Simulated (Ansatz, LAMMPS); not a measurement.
# Localised basis functions on glassy 67P2O5-33MgO (mol %) (80 atoms), part 2 of 2

Aim: test how closely localised support functions follow the reference on glassy 67P2O5-33MgO (mol %) (80 atoms), and at what cost. A setting counts as converged where the r.m.s. difference of forces stays under 1 % of the r.m.s. force.

Ansatz 0.2.0; Kohn-Sham DFT, PBE, PAW (set soft_2), plane waves.

The cell: 20 P, 5 Mg and 55 O. The quench rate of 25 K/ps is orders of magnitude faster than experiment. The starting topology of bonds comes from the classical model. The Brillouin zone is sampled at Γ only, in a cell whose shortest periodic width is 11 Å.

So far. Step 4 (Support functions low): Forces differ from the reference by 0.81 meV/Å r.m.s., 0.055 % of their size, well within a tolerance of 1 %; the energy by -5.4 meV/atom. It took 89 s and 13 cycles; the reference's time can't be set against it, since the two runs asked for unlike analyses.

### Step 5. Support functions medium

The cell is solved in localised support functions. Besides, the program derives a nominal cutoff of 464 eV for this run, against the reference's 420.

This step: Kohn-Sham DFT, PBE, PAW (set soft_2), localised support functions (medium) (Ansatz 0.2.0).

input.yaml

```yaml
crystal:
  lattice:
    - [10.5138, 0.0, 0.0]
    - [0.0, 10.5138, 0.0]
    - [0.0, 0.0, 10.5138]
  atoms:
    [... the 80 atom lines of step 3 ...]
kpoints:
  mp_grid: { grid: [1, 1, 1] }
hamiltonian:
  xc: pbe
scf:
  occupations: { method: fixed }
  eigensolver: { kind: { support_functions: { accuracy: medium } } }
  max_iter: 150
output:
  forces: true
  eigenvalues: true
```

Command:

```console
ansatz run input.yaml --threads 4 --pin off --max-ram 8192MiB --backend cpu --events-out ev --progress --plain --runs-dir out
```

Numbers of over 12 decimals in the logs are rounded to 6 here.

The log of the run:

```text
[...]
Warning: basis.ecutwfc = 464 eV, auto-derived: no grid that the accuracy of the support functions lays serves the files at the lower one that their records recommend; a deck with other species or settings can derive another value
[...]
Crystal: 80 atoms, lattice volume = 1162.195 Å³
Basis set: ecut = 464 eV, 26529 PW (Γ), exchange–correlation on 150×150×150 points (8 copies of the dense FFT grid, shifted against one another)
Bands: 288, of which v1, the nominal top of the filled ones, is band 240 counted from 1 (239 counted from 0)
Symmetry: 1 space group operations
k-points: 1
[...]
SCF iter   1: F=—  HF=-55922.794309 eV  |F-HF|=—  |Δ(HF+E_count)|=         —  Δρ=1.17e-1  dr2=1.73e2  ethr=1.00e-1
[...]
SCF iter  14: F=-55961.384692 eV  HF=-55961.384692 eV  |F-HF|=1.20e-7  |Δ(HF+E_count)|=   1.28e-3  Δρ=5.61e-6  dr2=6.35e-7  ethr=8.07e-10
SCF 1 converged in 14 iterations: F = -55961.401522 eV  dr2 = 6.35e-7
[...]
SCF converged after 14 iterations
[...]
Free energy (F): -55961.401522 eV
[...]
Internal energy: -55961.401522 eV  (E = F + TS)
E sigma→0 (E₀):  -55961.401522 eV
Fermi energy:    3.821577 eV
[...]
--- Forces (eV/Å), atoms counted from 1 ---
  atom   1  P      0.00879677     0.51413197     3.30446904
  atom   2  P     -2.20682832     4.81444072    -0.06199732
  atom   3  P     -3.21353163    -2.38027691    -2.66556033
  atom   4  P     -1.84630241    -4.59529070    -0.65712191
  atom   5  P     -0.35948256     2.72893183     0.22036985
  atom   6  P     -1.94695465    -3.13378354     0.17058899
  atom   7  P      3.91667817    -0.78424320    -1.76583810
  atom   8  P     -0.76976997    -1.90092679    -3.61876331
  atom   9  P      1.08100655     0.81355760     4.40254201
  atom  10  P     -1.95346352     1.94016251    -2.97515440
  atom  11  P     -3.50845704     5.68057119    -0.35092832
  atom  12  P      1.25891838    -0.07076305     5.48521376
  atom  13  P      0.90565471     0.25810834     0.34618347
  atom  14  P      0.86171994     2.62265642     1.55972661
[...]
atom  79  O     -0.06320214    -0.36694676     0.13406442
  atom  80  O      2.05714338     1.13937306    -1.96405394
  max |Σ_I F_I| component: 3.21e-3 eV/Å
--- Band table (eV) ---
[...]
```

Elapsed: 93 s, on 4 threads of Arm Neoverse V2, shared host; peak memory 3.3 GiB.

Keys that differ from the reference: support_functions.accuracy = "medium" and scf.max_iter = 150.

Forces differ from the reference by 0.78 meV/Å r.m.s., 0.052 % of their size, well within a tolerance of 1 %; the energy by -5.4 meV/atom. It took 93 s and 14 cycles; the reference's time can't be set against it, since the two runs asked for unlike analyses.

### Step 6. Support functions medium, radius 3.16 Å

The radius confines each support function; a larger one gives more freedom and more work per atom.

input.yaml, the sections that differ from step 5:

```yaml
scf:
  occupations: { method: fixed }
  eigensolver: { kind: { support_functions: { accuracy: medium, radius: 3.16 } } }
  max_iter: 150
# crystal, kpoints, hamiltonian, output: as in step 5
```

The log of the run:

```text
Warning: scf.eigensolver.kind.support_functions: disabling space-group detection — the functions' gradient is summed over unrotated k-points, so no spatial operation reduces the k-mesh or symmetrises the density; time reversal is kept, so that k and −k are solved as one point where they differ and the mesh holds both, and exact exchange and, on two spinor components, a DFT+U term hold to it where the run has them: [...]
Warning: basis.ecutwfc = 464 eV, auto-derived: no grid that the accuracy of the support functions lays serves the files at the lower one that their records recommend; a deck with other species or settings can derive another value
settings of this run that can trade accuracy for cost: scf.eigensolver.kind.support_functions [...]
Engine: ansatz 0.2.0, aarch64-unknown-linux-gnu
Pseudopotentials: kind: paw
Pseudopotential: P, paw, valence charge 5, recommended cutoff 420 eV (normal), P.paw.azcp
Pseudopotential: Mg, paw, valence charge 10, recommended cutoff 420 eV (normal), Mg.paw.azcp
Pseudopotential: O, paw, valence charge 6, recommended cutoff 420 eV (normal), O.paw.azcp
[... 5 lines on functional and potentials left out ...]
Error: SCF: the radius of support functions is under 3.54 Å, the least for these sites at the functions' level (scf.eigensolver.kind.support_functions.accuracy). Use scf.eigensolver.kind: auto, or type scf.eigensolver.kind.support_functions.radius at least as long, [...]
```

Run time: 3.5 s. Hardware: 4 threads; peak memory 0.26 GiB.

The program refuses radii under 3.54 Å for these atoms at this level.

### Step 7. All settings compared

Differences are against the plane-wave reference (Kohn-Sham DFT, PBE, PAW (set soft_2), plane waves), whose r.m.s. force component is 1.49 eV/Å. Energies are set beside the reference only for runs with its functional, potentials and electron count. Times are for 4 threads of Arm Neoverse V2, shared host. The reference's time includes the DOS, the stress and grids, which some other runs skip.

```tsv
run	Δ force, r.m.s. (meV/Å)	share of r.m.s. force (%)	Δ energy (meV/atom)	Δ gap (eV)	cycles	time	host memory (GiB)
reference	-	-	-	-	11	15 s	1.3
support functions low	0.813	0.0547	-5.42	-3.0e-4	13	89 s	3.3
support functions medium	0.775	0.0521	-5.43	-1.0e-4	14	93 s	3.3
```

### Step 8. What the reference run shows

The comparisons rest on this run, so its electronic structure is set out here.

Neighbours are counted within 2.11 Å (O-P), 2.58 Å (O-Mg).

Length of the force by element and coordination:

```tsv
element	coordination	atoms	mean length of the force (eV/Å)	spread	least	most
Mg	all	5	1.37	0.107	1.21	1.52
O	all	55	1.63	0.785	0.395	4.41
O	1	9	1.53	0.554	0.843	2.92
O	2	45	1.65	0.828	0.395	4.41
O	3	1	2.09	0	2.09	2.09
P	all	20	3.90	1.36	1.00	6.69
P	4	18	3.84	1.36	1.00	6.69
P	5	2	4.45	1.18	3.26	5.63
```

States in the cell by windows of 1 eV, zero at the Fermi level; the larger projections on atomic orbitals stand beside the total:

```tsv
from (eV)	to (eV)	total	O p	P p	O s
-14	-13	8.0	5.0	1.4	0.8
-13	-12	12.1	8.0	2.6	0.6
-12	-11	11.7	8.0	2.9	0.3
-11	-10	5.0	3.5	1.2	0.1
-10	-9	4.0	2.9	0.5	0.4
-9	-8	15.0	10.9	1.5	1.6
-8	-7	31.4	25.4	2.6	2.2
-7	-6	42.4	36.0	2.5	2.3
-6	-5	40.8	35.9	1.8	1.7
-5	-4	36.7	33.0	1.4	1.2
-4	-3	41.3	37.9	1.4	0.9
-3	-2	34.6	32.2	1.1	0.5
-2	-1	24.2	22.7	0.7	0.2
-1	0	8.7	8.3	0.2	0.0
0	1	2.8	1.2	0.3	0.4
1	2	1.8	0.3	0.4	0.3
2	3	4.2	0.6	0.9	0.8
3	4	9.8	1.3	2.5	1.7
4	5	16.2	2.0	4.6	2.0
```

With fixed occupations the program's Fermi level is the highest filled level.

Between -26 and -14 eV lie 123 more states.

The stored curve holds about 440 of the 480 electrons; the rest, give or take the few that broadening carries across the Fermi level, lie in deeper levels below its range.

The levels nearest the highest filled one (over half full), pooled over k-points and spins:

```tsv
level less the highest filled one (eV)	occupation
-1.03	2
-0.989	2
-0.757	2
-0.560	2
-0.373	2
0	2
0.757	0
1.88	0
2.62	0
2.80	0
3.21	0
3.45	0
```

Valence density in the ac plane at fractional y = 0.718, with atoms of P and Mg and O within 0.2 Å of it. It is the smooth field of the valence electrons, not physical close to the nuclei.

Ten steps, logarithmic in the rise over the least value, from '0' (0 e/Å³) to '9' (17 e/Å³), each cell a mean:
```
000012332345642000000000000000
000134432457763100000000000000
001367643356753100000000000000
012478742123431111101110000011
222456531001100011123332101222
222333210000000000135764211233
223332100000000000136774211222
124553100000000000024553100011
125664200000000000001211000000
024664200000000000000000000000
012332110000000000000000000000
000122211000000110000000000000
000124442000001122110000000000
000146763100001222221100000000
000147764100012321233321000000
000124542101234432345532100000
000011211002467643334432245200
000000001112477642122221599710
000000011101356421000001599710
000001222100122110000000144200
000014564210000000000000000000
000025776310000000000000000000
000025675310000000000000000000
000012444322210000000000000000
```
Columns run along a (10.5 Å), rows up along c (10.5 Å). Atoms in or near the plane, at fractional coordinates: P at (0.57, 0.37), Mg at (0.86, 0.24), O at (0.71, 0.73), O at (0.23, 0.09), O at (0.21, 0.40), O at (0.47, 0.27), O at (0.40, 0.92), O at (0.17, 0.85).

Electrostatic potential energy in the ac plane at fractional y = 0.718, with atoms of P and Mg and O within 0.2 Å of it. With pseudopotentials it is smooth inside the atoms' cores, unlike the true potential.

Ten even steps from '_' (-46 eV) to '@' (9 eV), each cell a mean:
```
@@@@@@@@@@%%++____..++====##@@@@@@@@@@@@@@@@@@@@@@@@@@@@@@@@
@@@@@@@@%%**==..__::--____--%%@@%%%%%%@@@@@@@@@@@@@@@@@@@@@@
@@@@@@##--..::++++**++::..==%%%%####%%%%@@@@@@@@@@@@@@@@@@@@
@@%%%%**____..**%%%%@@%%##%%%%##****##%%@@@@@@@@@@@@@@@@@@@@
%%##**++--::++%%@@@@@@@@@@@@%%####**##%%%%%%%%@@@@@@@@@@@@@@
%%++....==##%%@@@@@@@@@@@@@@@@%%%%%%%%%%==::--##@@@@@@@@%%%%
%%++::..==##%%@@@@@@@@@@@@@@@@@@@@@@@@%%--__::**@@@@@@@@@@@@
%%##++--==##%%@@@@@@@@@@@@@@@@@@@@@@@@@@##++**@@@@@@@@@@@@@@
@@%%==....**@@@@@@@@@@@@@@@@@@@@@@@@@@@@@@@@@@@@@@@@@@@@@@@@
@@@@**::--##%%@@@@@@@@@@@@@@@@@@@@@@@@@@@@@@@@@@@@@@@@@@@@@@
@@@@@@%%##%%%%%%@@@@@@@@@@@@@@@@@@@@@@@@@@@@@@@@@@@@@@@@@@@@
@@@@@@%%%%%%%%%%@@@@@@@@@@@@@@@@@@@@@@@@@@@@@@@@@@@@@@@@@@@@
@@@@@@@@%%##**##@@@@@@@@@@@@@@%%####%%%%@@@@@@@@@@@@@@@@@@@@
@@@@@@@@##::..--%%@@@@@@@@@@%%**::..--##%%@@@@@@@@@@@@@@@@@@
@@@@@@@@##::__::##@@@@@@@@@@##--______==%%%%@@@@@@@@@@@@@@@@
@@@@@@@@@@##++**%%@@@@@@@@%%**--______==++++%%@@%%%%%%%%@@@@
@@@@@@@@@@@@@@%%%%%%%%@@%%--..::==--++####**%%%%##====**%%@@
@@@@@@@@@@@@%%######%%%%**..__::##%%%%@@@@@@@@##--____::**%%
@@@@@@@@@@@@%%%%####%%@@%%++==**@@@@@@@@@@@@@@##--____..**%%
@@@@@@@@@@@@%%%%%%%%%%@@@@@@@@@@@@@@@@@@@@@@@@%%##====**##%%
@@@@@@@@@@##====**@@@@@@@@@@@@@@@@@@@@@@@@@@@@@@%%%%%%%%%%@@
@@@@@@@@@@==____--%%@@@@@@@@@@@@@@@@@@@@@@@@@@@@@@@@@@@@@@@@
@@@@@@@@@@**::..==%%@@@@@@@@@@@@@@@@@@@@@@@@@@@@@@@@@@@@@@@@
@@@@@@@@@@%%**==--++##%%@@@@@@@@@@@@@@@@@@@@@@@@@@@@@@@@@@@@
```
Columns run along a (10.5 Å; values clipped at the 3rd and 97th percentile), rows up along c (10.5 Å). Atoms in or near the plane, at fractional coordinates: P at (0.57, 0.37), Mg at (0.86, 0.24), O at (0.71, 0.73), O at (0.23, 0.09), O at (0.21, 0.40), O at (0.47, 0.27), O at (0.40, 0.92), O at (0.17, 0.85).

### Step 9. Local order

Bonds and neighbours are counted at the geometry of the runs.

Density 2.32 g/cm³, 14.53 Å³ an atom.

g(r), total and by pair (bins of 0.2 Å):

```tsv
r (Å)	total	O-O	O-P	O-Mg	P-P	P-Mg	Mg-Mg
1.40	0.87	0.00	2.52	0.00	0.00	0.00	0.00
1.60	3.94	0.00	11.46	0.00	0.00	0.00	0.00
1.80	0.13	0.00	0.39	0.00	0.00	0.00	0.00
2.00	0.49	0.00	0.00	5.75	0.00	0.00	0.00
2.20	0.24	0.12	0.00	2.17	0.00	0.00	0.00
2.40	1.63	3.45	0.00	0.00	0.00	0.00	0.00
2.60	1.24	2.62	0.00	0.00	0.00	0.00	0.00
2.80	0.20	0.35	0.11	0.00	0.00	0.00	0.00
3.00	0.49	0.54	0.14	0.00	2.94	0.00	0.00
3.20	0.74	0.78	0.28	0.16	3.22	1.85	0.00
3.40	1.00	1.06	0.72	0.88	0.21	5.27	0.00
3.60	0.94	0.76	1.28	0.91	0.00	1.10	5.50
3.80	1.29	0.76	2.25	1.75	0.16	0.00	0.00
4.00	1.23	0.65	2.12	1.46	0.86	0.28	0.00
4.20	1.01	0.94	1.13	1.14	0.77	1.05	0.00
4.40	1.02	0.97	0.92	1.73	0.96	0.96	0.00
4.60	1.06	1.19	0.65	1.69	1.31	1.31	1.80
4.80	1.05	1.23	0.75	0.79	1.41	1.39	1.59
5.00	1.06	1.33	0.72	0.80	1.11	1.28	0.00
5.20	0.94	1.05	0.73	0.80	1.45	1.02	0.00
```

Bonds by pair of elements; cutoffs follow the first minimum of g(r), held within bounds set by covalent radii, and pairs that aren't listed don't count as bonded:

```tsv
pair A-B	cutoff (Å)	bonds	mean length (Å)	spread (Å)	shortest (Å)	B about A	A about B
O-P	2.11	82	1.55	0.063	1.44	1.49	4.1
O-Mg	2.58	20	2.06	0.08	1.95	0.364	4
```

How many atoms have how many bonded neighbours:

```tsv
element	mean	1	2	3	4	5
Mg	4	0	0	0	5	0
O	1.85	9	45	1	0	0
P	4.1	0	0	0	18	2
```

Oxygen atoms by the number of network formers (Si, P, Ge, B, Al, As, Ga) bound to them:

```tsv
network formers bound to O	O atoms	per cent
0	0	0
1	28	50.9
2	27	49.1
```

Network units: each former by its oxygen neighbours and how many of them bridge to another former:

```tsv
former	O neighbours	bridging O	atoms
P	4	1	1
P	4	2	8
P	4	3	8
P	4	4	1
P	5	4	1
P	5	5	1
```

Rings of the network by King's shortest-path rule, up to 12 atoms, one path for each pair of neighbours; H, halogens, alkali and alkaline-earth atoms are left out, and the last column divides by all other atoms, bonded or not:

```tsv
ring size (atoms)	rings	per network atom
12	1	0.013
```

First main peaks of g(r), for some of the pairs, lie near 2.5 Å (O-O), 1.5 Å (O-P), 2.1 Å (O-Mg), 3.1 Å (P-P) and 3.4 Å (P-Mg). By these cutoffs all Mg atoms have 4, 82 % of O atoms have 2 and 90 % of P atoms have 4 bonded neighbours. 49 % of the oxygens bridge two formers (P) and 51 % are non-bridging. All rings counted have 12 atoms.

A closer look about P7, picked at random: 17 atoms, nearest first, numbered in the order of the input, with positions taken from that point.

```tsv
atom	x	y	z	distance (Å)	bonds	Fx	Fy	Fz (eV/Å)
P7	0.00	0.00	0.00	0.00	4	3.92	-0.78	-1.77
O43	0.32	-0.94	-1.10	1.48	2	-0.68	-0.87	-0.81
O50	-0.60	-0.71	1.24	1.55	2	-1.01	1.43	0.29
O69	1.38	0.61	0.40	1.56	2	-1.85	0.33	0.41
O58	-1.02	1.07	-0.52	1.57	2	-0.10	1.69	0.90
P4	-0.84	-1.64	2.48	3.09	4	-1.85	-4.59	-0.66
P17	-2.15	1.78	-1.39	3.12	4	-2.04	-2.08	0.30
P12	3.04	1.19	0.50	3.30	5	1.26	-0.07	5.49
Mg24	1.13	-1.88	-2.75	3.52	4	0.59	0.86	0.85
O28	3.49	0.08	-0.45	3.52	2	-0.60	-0.39	0.08
O76	-2.55	0.78	-2.41	3.60	2	-0.12	-0.40	-0.68
O37	2.40	2.67	0.47	3.62	2	0.65	-0.35	-0.95
O74	-2.33	-2.42	-1.48	3.67	2	-0.24	0.38	-1.18
O78	-0.28	-2.98	2.17	3.70	2	0.36	-0.22	-0.41
O77	-0.04	-1.05	3.65	3.79	2	-0.93	1.38	0.19
O33	3.26	0.84	1.98	3.90	2	-0.72	-0.35	-1.13
O75	-3.33	2.01	-0.35	3.91	2	1.71	-1.43	-0.54
```

The column of bonds counts only the pairs O-P within 2.11 Å, O-Mg within 2.58 Å; other neighbours, such as metal atoms beside each other in a compound, aren't counted, and periodic images can show an atom twice.

### Step 10. Outcome

| Property | Result |
| --- | --- |
| free energy per atom | -699.5121 eV/atom |
| pressure | 0.1473 GPa |
| r.m.s. force component | 1.487 eV/Å |
| gap (highest filled to lowest empty level) | 0.7571 eV |
| wall time of the 3 DFT runs | 3.3 min |

In words: Against plane waves at 420 eV, the forces differ by 0.78 meV/Å (0.052 %) with support functions medium. At 80 atoms the fastest of the runs at a preset level, support functions low, takes roughly 5.9 times the time of plane waves (whose run also made extra analyses, so the like-for-like ratio is larger), in 13 SCF cycles against 11. Differences between support functions and plane waves include what basis error the plane-wave run still has.

Between filled and empty levels lie 0.757 eV (at Γ alone); a semilocal functional tends to put such gaps too low. In a disordered cell it changes from sample to sample, and tail or defect levels can set it. By these cutoffs all Mg atoms have 4, 82 % of O atoms have 2 and 90 % of P atoms have 4 bonded neighbours. 49 % of the oxygens bridge two formers (P) and 51 % are non-bridging.

**Limits.** The force components of 1.5 eV/Å r.m.s. reflect the temperature of the frame as well as the gap between the generating potential and DFT. The stress is far from hydrostatic: its diagonal is -1.7, 1.4, 0.7 GPa, compression counted positive. The pressure of a single frame lacks the kinetic term.

[Logs are printed without paths, hosts, clocks, repeated set-up lines and the standing remarks that a program may print on its own settings, such as how far it seeks lower states.]

[Hosts, paths, dates, database ids (printed as entryN), source tags and the programs' standing remarks are cut or masked in the printed files.]
